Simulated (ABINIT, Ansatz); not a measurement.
# A GW chain in ABINIT: Li3OCl (Pm-3m), part 2 of 3

Wanted: ground state, empty states, screening and self-energy for Li3OCl (Pm-3m).

ABINIT 10.8.3; PBEsol and many-body steps on it, plane waves. Known limits of the many-body steps: not at the basis limit; coarse k mesh.

So far. Step 2 (Ground state): The gap is indirect, with the least direct gap 0.10 eV higher.

## Step 3: Bands along the symmetry lines

Level of this step: DFT, PBEsol, plane waves, norm-conserving pseudopotentials (ABINIT).

The cheap functional maps the bands first; the places of the edges decide which points the dearer methods must see.

File run.abi:

```
acell 3*1.0 Angstrom
rprim 
  3.908337000000 0.000000000000 0.000000000000
  0.000000000000 3.908337000000 0.000000000000
  0.000000000000 0.000000000000 3.908337000000
ntypat 3
znucl 3 17 8
natom 5
typat 1 1 1 2 3
xred 
  0.000000000000 0.500000000000 0.500000000000
  0.500000000000 0.000000000000 0.500000000000
  0.500000000000 0.500000000000 0.000000000000
  0.000000000000 0.000000000000 0.000000000000
  0.500000000000 0.500000000000 0.500000000000
pp_dirpath "pseudos"
pseudos "Li.upf, Cl.upf, O.upf"
ecut 36
iscf -2
irdden 1
kptopt 0
nkpt 50
kpt 
  0.00000000 0.00000000 0.00000000
  0.00000000 0.06250000 0.00000000
  0.00000000 0.12500000 0.00000000
  0.00000000 0.18750000 0.00000000
  0.00000000 0.25000000 0.00000000
  0.00000000 0.31250000 0.00000000
  0.00000000 0.37500000 0.00000000
  0.00000000 0.43750000 0.00000000
  0.00000000 0.50000000 0.00000000
  0.06250000 0.50000000 0.00000000
  0.12500000 0.50000000 0.00000000
  0.18750000 0.50000000 0.00000000
  0.25000000 0.50000000 0.00000000
  0.31250000 0.50000000 0.00000000
  0.37500000 0.50000000 0.00000000
  0.43750000 0.50000000 0.00000000
  0.50000000 0.50000000 0.00000000
  0.43750000 0.43750000 0.00000000
  0.37500000 0.37500000 0.00000000
  0.31250000 0.31250000 0.00000000
  0.25000000 0.25000000 0.00000000
  0.18750000 0.18750000 0.00000000
  0.12500000 0.12500000 0.00000000
  0.06250000 0.06250000 0.00000000
  0.00000000 0.00000000 0.00000000
  0.06250000 0.06250000 0.06250000
  0.12500000 0.12500000 0.12500000
  0.18750000 0.18750000 0.18750000
  0.25000000 0.25000000 0.25000000
  0.31250000 0.31250000 0.31250000
  0.37500000 0.37500000 0.37500000
  0.43750000 0.43750000 0.43750000
  0.50000000 0.50000000 0.50000000
  0.43750000 0.50000000 0.43750000
  0.37500000 0.50000000 0.37500000
  0.31250000 0.50000000 0.31250000
  0.25000000 0.50000000 0.25000000
  0.18750000 0.50000000 0.18750000
  0.12500000 0.50000000 0.12500000
  0.06250000 0.50000000 0.06250000
  0.00000000 0.50000000 0.00000000
  0.50000000 0.50000000 0.50000000
  0.50000000 0.50000000 0.43750000
  0.50000000 0.50000000 0.37500000
  0.50000000 0.50000000 0.31250000
  0.50000000 0.50000000 0.25000000
  0.50000000 0.50000000 0.18750000
  0.50000000 0.50000000 0.12500000
  0.50000000 0.50000000 0.06250000
  0.50000000 0.50000000 0.00000000
istwfk *1
nband 18
nbdbuf 2
tolwfr 1e-08
nstep 40
prtwf 0
prtvol 0
indata_prefix "in"
outdata_prefix "out"
tmpdata_prefix "tmp"
```

Launch:

```console
$ OMP_NUM_THREADS=1 mpirun -n 4 abinit run.abi > log
```

Numbers of over 12 decimals in the logs are rounded to 6 here.

The log of the run:

```text
.Version 10.8.3 of ABINIT. v10.8.2 released Aug 2026.

 Symmetries : space group Pm -3 m (#221); Bravais cP (primitive cubic)
[... echo of the input left out ...]
== DATASET  1 ==================================================================
-   mpi_nproc: 4, omp_nthreads: 1 (-1 if OMP is not activated)

--- !DatasetInfo
iteration_state: {dtset: 1, }
dimensions: {natom: 5, nkpt: 50, mband: 18, nsppol: 1, nspinor: 1, nspden: 1, mpw: 4224, }
cutoff_energies: {ecut:  36.0, pawecutdg:  -1.0, }
electrons: {nelect:   2.20000000E+01, charge:   0.00000000E+00, occopt:   1.00000000E+00, tsmear:   1.00000000E-02, }

 Real(R)+Recip(G) space primitive vectors, cartesian coordinates (Bohr,Bohr^-1):
 R(1)=  7.3856865  0.0000000  0.0000000  G(1)=  0.1353970  0.0000000  0.0000000
 R(2)=  0.0000000  7.3856865  0.0000000  G(2)=  0.0000000  0.1353970  0.0000000
 R(3)=  0.0000000  0.0000000  7.3856865  G(3)=  0.0000000  0.0000000  0.1353970
 Unit cell volume ucvol=  4.0287713E+02 bohr^3
 Angles (23,13,12)=  9.00000000E+01  9.00000000E+01  9.00000000E+01 degrees

 getcut: wavevector=  0.0000  0.0000  0.0000  ngfft=  40  40  40
         ecut(hartree)=     36.000   => boxcut(ratio)=   2.00518

--- Pseudopotential description ------------------------------------------------
- Li Generated using ONCVPSP code by D. R. Hamann
-  3.00000   3.00000  180301                  znucl, zion, pspdat
12 -116133 1 -1 1944                          pspcod,pspxc,lmax,lloc,mmax
     nproj     2     2     0
  pspatm : epsatm=    2.60875052
         --- l  ekb(1:nproj) -->
             0   -4.855856   -1.482423
             1   -2.171544   -0.427615
 pspatm: atomic psp has been read  and splines computed

- Cl Generated using ONCVPSP code by D. R. Hamann
- 17.00000   7.00000  180301                  znucl, zion, pspdat
12 -116133 2 -1 1028                          pspcod,pspxc,lmax,lloc,mmax
     nproj     2     2     2
  pspatm : epsatm=    8.95520293
         --- l  ekb(1:nproj) -->
             0    8.193503    0.707970
[...]
pspatm: atomic psp has been read  and splines computed

- O Generated using ONCVPSP code by D. R. Hamann
-  8.00000   6.00000  180301                  znucl, zion, pspdat
12 -116133 2 -1 936                           pspcod,pspxc,lmax,lloc,mmax
     nproj     2     2     1
  pspatm : epsatm=    6.22910120
         --- l  ekb(1:nproj) -->
[...]
2   -1.335834
 pspatm: atomic psp has been read  and splines computed

--------------------------------------------------------------------------------

================================================================================
 prteigrs : about to open file out_EIG
 Non-SCF case, kpt    1 (  0.00000  0.00000  0.00000), residuals and eigenvalues=
  1.07E-09  2.98E-09  6.64E-09  6.06E-09  3.59E-09  1.18E-09  3.35E-09  9.05E-09
[...]
Non-SCF case, kpt   49 (  0.50000  0.50000  0.06250), residuals and eigenvalues=
[...]
Non-SCF case, kpt   50 (  0.50000  0.50000  0.00000), residuals and eigenvalues=
[...]
-9.7035E-02 -3.2284E-02  1.5037E-02  4.7091E-02  4.7091E-02  2.2026E-01
  2.9144E-01  3.3394E-01  3.3394E-01  4.1970E-01  4.1970E-01  5.5627E-01

--- !ResultsGS
iteration_state: {dtset: 1, }
comment   : Summary of ground state results
lattice_vectors:
- [  7.3856865,   0.0000000,   0.0000000, ]
- [  0.0000000,   7.3856865,   0.0000000, ]
- [  0.0000000,   0.0000000,   7.3856865, ]
lattice_lengths: [   7.38569,    7.38569,    7.38569, ]
lattice_angles: [ 90.000,  90.000,  90.000, ] # degrees, (23, 13, 12)
lattice_volume:   4.0287713E+02
convergence: {deltae:  0.000E+00, res2:  0.000E+00, residm:  9.994E-09, diffor:  0.000E+00, }
etotal    :  -5.45622844E+01
entropy   :   0.00000000E+00
fermie    :   4.70913236E-02
cartesian_stress_tensor: null
pressure_GPa: null
xred      :
- [  0.0000E+00,   5.0000E-01,   5.0000E-01, Li]
- [  5.0000E-01,   0.0000E+00,   5.0000E-01, Li]
- [  5.0000E-01,   5.0000E-01,   0.0000E+00, Li]
- [  0.0000E+00,   0.0000E+00,   0.0000E+00, Cl]
- [  5.0000E-01,   5.0000E-01,   5.0000E-01,  O]
cartesian_forces: null
force_length_stats: {min: null, max: null, mean: null, }

 Integrated electronic density in atomic spheres:
 ------------------------------------------------
 Atom  Sphere_radius  Integrated_density
[...]
================================================================================

 ----iterations are completed or convergence reached----

 Mean square residual over all n,k,spin=   49.927E-10; max=  99.937E-10
 reduced coordinates (array xred) for    5 atoms
[...]
0.000000000000      0.000000000000      0.000000000000
       0.500000000000      0.500000000000      0.500000000000

 cartesian coordinates (angstrom) at end:
    1      0.000000     1.954168     1.954168
    2      1.954168     0.000000     1.954168
    3      1.954168     1.954168     0.000000
    4      0.000000     0.000000     0.000000
    5      1.954168     1.954168     1.954168
 length scales=  1.889726125908  1.889726125908  1.889726125908 bohr
              =  1.000000000000  1.000000000000  1.000000000000 angstroms
 prteigrs : about to open file out_EIG
 Eigenvalues (hartree) for nkpt=  50  k points:
 kpt#   1, nband= 18, wtk=  1.00000, kpt=  0.0000  0.0000  0.0000 (reduced coord)
[...]
kpt#   2, nband= 18, wtk=  1.00000, kpt=  0.0000  0.0625  0.0000 (reduced coord)
[...]
kpt#   3, nband= 18, wtk=  1.00000, kpt=  0.0000  0.1250  0.0000 (reduced coord)
[...]
kpt#  49, nband= 18, wtk=  1.00000, kpt=  0.5000  0.5000  0.0625 (reduced coord)
[...]
0.41877    0.55934
 kpt#  50, nband= 18, wtk=  1.00000, kpt=  0.5000  0.5000  0.0000 (reduced coord)
  -1.52583   -1.52580   -1.52580   -0.49543   -0.47969   -0.09704   -0.09704   -0.03228
   0.01504    0.04709    0.04709    0.22026    0.29144    0.33394    0.33394    0.41970
   0.41970    0.55627

== END DATASET(S) ==============================================================
================================================================================

 -outvars: echo values of variables after computation  --------
            nband          18
             nkpt          50
          spgroup         221
 [... the other variables as echoed above ...]

 Calculation completed.
```

Elapsed: 34 s, on 4 MPI ranks of Intel Xeon Platinum 8259CL at 2.50GHz (Skylake/Cascade Lake), shared host; peak memory 0.37 GiB; 2.3 min of CPU time.

This step gave:

```yaml
gap: 4.610 eV
k_of_the_valence_top: 0.5, 0.5, 0
k_of_the_conduction_bottom: 0, 0, 0
least_direct_gap: 4.712 eV
```

The gap is 4.610 eV, as in the run before at this level.

Electronic bands along the path, in eV, zero at the top of the highest filled band:

```csv
point,band 8,band 9,band 10,band 11,band 12,band 13,band 14,band 15
Γ,-2.97,-0.50,-0.50,-0.50,4.61,6.87,6.87,11.59
halfway,-2.72,-0.81,-0.73,-0.73,5.48,6.61,8.08,9.62
X,-2.37,-1.07,-1.07,-0.98,6.35,6.39,8.82,8.82
halfway,-2.27,-0.98,-0.53,-0.38,5.44,7.41,7.96,8.29
M,-2.16,-0.87,0.00,0.00,4.71,6.65,7.81,7.81
halfway,-2.52,-0.99,-0.83,-0.27,5.53,7.44,8.39,8.44
Γ,-2.97,-0.50,-0.50,-0.50,4.61,6.87,6.87,11.59
halfway,-3.06,-0.67,-0.55,-0.55,6.57,7.64,7.64,7.66
R,-3.58,-0.71,-0.71,-0.71,8.59,8.59,8.59,8.65
halfway,-3.03,-0.89,-0.41,-0.26,6.44,7.09,7.45,8.70
X,-2.37,-1.07,-1.07,-0.98,6.35,6.39,8.82,8.82
jump to R,-3.58,-0.71,-0.71,-0.71,8.59,8.59,8.59,8.65
halfway,-2.95,-0.79,-0.34,-0.34,6.48,7.36,7.91,7.91
M,-2.16,-0.87,0.00,0.00,4.71,6.65,7.81,7.81
```

## Step 4: Empty states on the mesh, 4×4×4 mesh, 154 bands

The sums over transitions need many empty states on a uniform mesh; this step solves for them.

File run.abi:

```
acell 3*1.0 Angstrom
rprim 
  3.908337000000 0.000000000000 0.000000000000
  0.000000000000 3.908337000000 0.000000000000
  0.000000000000 0.000000000000 3.908337000000
ntypat 3
znucl 3 17 8
natom 5
typat 1 1 1 2 3
xred 
  0.000000000000 0.500000000000 0.500000000000
  0.500000000000 0.000000000000 0.500000000000
  0.500000000000 0.500000000000 0.000000000000
  0.000000000000 0.000000000000 0.000000000000
  0.500000000000 0.500000000000 0.500000000000
pp_dirpath "pseudos"
pseudos "Li.upf, Cl.upf, O.upf"
ecut 36
ngkpt 4 4 4
nshiftk 1
shiftk 0 0 0
kptopt 1
chksymbreak 0
irdden 1
istwfk *1
nband 154
prtvol 0
optdriver 6
gwr_task "HDIAGO"
paral_kgb 0
occopt 1
indata_prefix "in"
outdata_prefix "out"
tmpdata_prefix "tmp"
```

The log of the run:

```text
[banner, memory and clock lines left out]
.Version 10.8.3 of ABINIT. v10.8.2 released Aug 2026.

 Symmetries : space group Pm -3 m (#221); Bravais cP (primitive cubic)
[... echo of the input left out ...]
== DATASET  1 ==================================================================
-   mpi_nproc: 4, omp_nthreads: 1 (-1 if OMP is not activated)

--- !DatasetInfo
iteration_state: {dtset: 1, }
dimensions: {natom: 5, nkpt: 10, mband: 154, nsppol: 1, nspinor: 1, nspden: 1, mpw: 4224, }
cutoff_energies: {ecut:  36.0, pawecutdg:  -1.0, }
electrons: {nelect:   2.20000000E+01, charge:   0.00000000E+00, occopt:   1.00000000E+00, tsmear:   1.00000000E-02, }

.Using double precision arithmetic; gwpc =  8

- Reading GS density from: in_DEN

--- Pseudopotential description ------------------------------------------------
- Li Generated using ONCVPSP code by D. R. Hamann
-  3.00000   3.00000  180301                  znucl, zion, pspdat
12 -116133 1 -1 1944                          pspcod,pspxc,lmax,lloc,mmax
     nproj     2     2     0
  pspatm : epsatm=    2.60875052
         --- l  ekb(1:nproj) -->
             0   -4.855856   -1.482423
             1   -2.171544   -0.427615
 pspatm: atomic psp has been read  and splines computed

- Cl Generated using ONCVPSP code by D. R. Hamann
- 17.00000   7.00000  180301                  znucl, zion, pspdat
12 -116133 2 -1 1028                          pspcod,pspxc,lmax,lloc,mmax
     nproj     2     2     2
  pspatm : epsatm=    8.95520293
         --- l  ekb(1:nproj) -->
             0    8.193503    0.707970
             1    3.869736    1.114731
             2   -2.915303   -0.810552
 pspatm: atomic psp has been read  and splines computed

- O Generated using ONCVPSP code by D. R. Hamann
-  8.00000   6.00000  180301                  znucl, zion, pspdat
12 -116133 2 -1 936                           pspcod,pspxc,lmax,lloc,mmax
     nproj     2     2     1
  pspatm : epsatm=    6.22910120
         --- l  ekb(1:nproj) -->
             0    6.050032    0.820363
             1   -4.739617   -1.153841
             2   -1.335834
 pspatm: atomic psp has been read  and splines computed

   5.06232225E+02                                ecore*ucvol(ha*bohr**3)

 Total charge density [el/Bohr^3]
)     Maximum=    2.7854E+00  at reduced coord.    0.0000    0.5000    0.5000
)     Minimum=    4.5063E-03  at reduced coord.    0.0000    0.0000    0.0000
   Integrated=    2.2000E+01

 === KS gaps after direct diagonalization ===
 Indirect band gap semiconductor
 Fundamental gap:     4.610 (eV)
   VBM:     1.281 (eV) at k: [ 5.0000E-01,  5.0000E-01,  0.0000E+00]
   CBM:     5.892 (eV) at k: [ 0.0000E+00,  0.0000E+00,  0.0000E+00]
 Direct gap:         4.712 (eV) at k: [ 5.0000E-01,  5.0000E-01,  0.0000E+00]

== END DATASET(S) ==============================================================

 -outvars: echo values of variables after computation  --------
           etotal      0.0000000000E+00
            nband         154
             nkpt          10
          spgroup         221
 [... the other variables as echoed above ...]

 Calculation completed.
```

It took 3 min on 4 MPI ranks; peak memory 4 GiB.

This step gave:

```yaml
gap: 4.610 eV
k_of_the_valence_top: 0.5, 0.5, 0
k_of_the_conduction_bottom: 0, 0, 0
least_direct_gap: 4.712 eV
k_points_computed: 10
lowest_point_of_the_top_converged_band_above_the_valence_top: 90.9367 eV
```

On this mesh the gap is 4.610 eV.

## Step 5: Screening, 4×4×4 mesh, 146 bands, screening to 176.9 eV

The RPA dielectric matrix is built and inverted for each q.

This step: RPA screening on PBEsol, plane waves, norm-conserving pseudopotentials.

run.abi, as its differences from that of step 4:

```diff
@@ -23,10 +23,11 @@
 chksymbreak 0
-irdden 1
 istwfk *1
-nband 154
-prtvol 0
-optdriver 6
-gwr_task "HDIAGO"
-paral_kgb 0
 occopt 1
+irdwfk 1
+optdriver 3
+nband 146
+ecuteps 6.5
+inclvkb 2
+awtr 1
+symchi 1
 indata_prefix "in"
```

The log of the run:

```text
.Version 10.8.3 of ABINIT. v10.8.2 released Aug 2026.

 Symmetries : space group Pm -3 m (#221); Bravais cP (primitive cubic)
[... echo of the input left out ...]
== DATASET  1 ==================================================================
-   mpi_nproc: 4, omp_nthreads: 1 (-1 if OMP is not activated)

--- !DatasetInfo
iteration_state: {dtset: 1, }
dimensions: {natom: 5, nkpt: 10, mband: 146, nsppol: 1, nspinor: 1, nspden: 1, mpw: 4224, }
cutoff_energies: {ecut:  36.0, pawecutdg:  -1.0, }
electrons: {nelect:   2.20000000E+01, charge:   0.00000000E+00, occopt:   1.00000000E+00, tsmear:   1.00000000E-02, }

 SCREENING: Calculation of the susceptibility and dielectric matrices

 Based on a program developped by R.W. Godby, V. Olevano, G. Onida, and L. Reining.
 Incorporated in ABINIT by V. Olevano, G.-M. Rignanese, and M. Torrent.
.Using double precision arithmetic ; gwpc =  8

[... cell and pseudopotentials left out ...]
--------------------------------------------------------------------------------

 ==== K-mesh for the wavefunctions ====
 Number of points in the irreducible wedge :    10
[... list of points left out ...]
 Together with 48 symmetry operations and time-reversal symmetry
 yields    64 points in the full Brillouin Zone.

 ==== Q-mesh for the screening function ====
 Number of points in the irreducible wedge :    10
[... list of points left out ...]
 Together with 48 symmetry operations and time-reversal symmetry
 yields    64 points in the full Brillouin Zone.

 setmesh: FFT mesh size selected  =    30x   30x   30
          total number of points  =        27000

 vcoul_init : cutoff-mode = AUXILIARY_FUNCTION
 q-points for optical limit:   1
     1)      0.000010    0.000020    0.000030

- screening: taking advantage of time-reversal symmetry
- Maximum band index for partially occupied states nbvw = 11
- Remaining bands to be divided among processors   nbcw = 135
- Number of bands treated by each node ~33

 Number of electrons calculated from density =   22.0000; Expected =   22.0000
 average of density, n =  0.054607
 r_s =    1.6351
 omega_plasma =   22.5414 [eV]

 calculating chi0 at frequencies [eV] :
  1    0.000000E+00    0.000000E+00
  2    0.000000E+00    2.254139E+01

--------------------------------------------------------------------------------
  q-point number  1        q = ( 0.000000, 0.000000, 0.000000) [r.l.u.]
--------------------------------------------------------------------------------
[... chi0 elements left out ...]
 For q-point:  0.000010 0.000020 0.000030
  dielectric constant =   3.0131
  dielectric constant without local fields =   3.4093

  Average fulfillment of the sum rule on Im[epsilon] for q-point    1 :     74.80  [%]
[... wings left out ...]
  q-point number  2        q = ( 0.250000, 0.000000, 0.000000) [r.l.u.]
--------------------------------------------------------------------------------
[... chi0 elements left out ...]
  Average fulfillment of the sum rule on Im[epsilon] for q-point    2 :     82.44  [%]

 [... 8 further q-points ...]
```

Run time: 1.9 min. Hardware: 4 MPI ranks; peak memory 1.3 GiB.

This step gave:

* ε∞ with local fields, on this mesh, along the program's q direction: 3.013
* the same without local fields: 3.409
* plasma frequency: 22.54 eV
* plane waves in the screening matrix: 305

Local fields lower ε∞ by 12 %. On a Γ-centred mesh this coarse the value itself is usually too large, while a short band sum pulls it down.

[end of part 2 of 3]

[Paths, hosts, dates, memory and timing lines, banners, echoed tables and standing remarks are left out of the program output.]

[Logs are printed without paths, hosts, clocks, repeated set-up lines and the standing remarks that a program may print on its own settings, such as how far it seeks lower states.]

[Runs of the session that timed out or met a known fault of the program may be left out.]

[Hosts, paths, dates, database ids (printed as entryN), source tags and the programs' standing remarks are cut or masked in the printed files.]

[G0W0 gaps are taken among the corrected bands and points alone; a level outside them can change the order at an edge.]

[Where Ansatz stands beside ABINIT at settings called matched, ABINIT's density can come from a denser mesh and the files from another edition; pairs whose starting gaps differed by over 0.03 eV were left out, so agreement reads better than it is.]
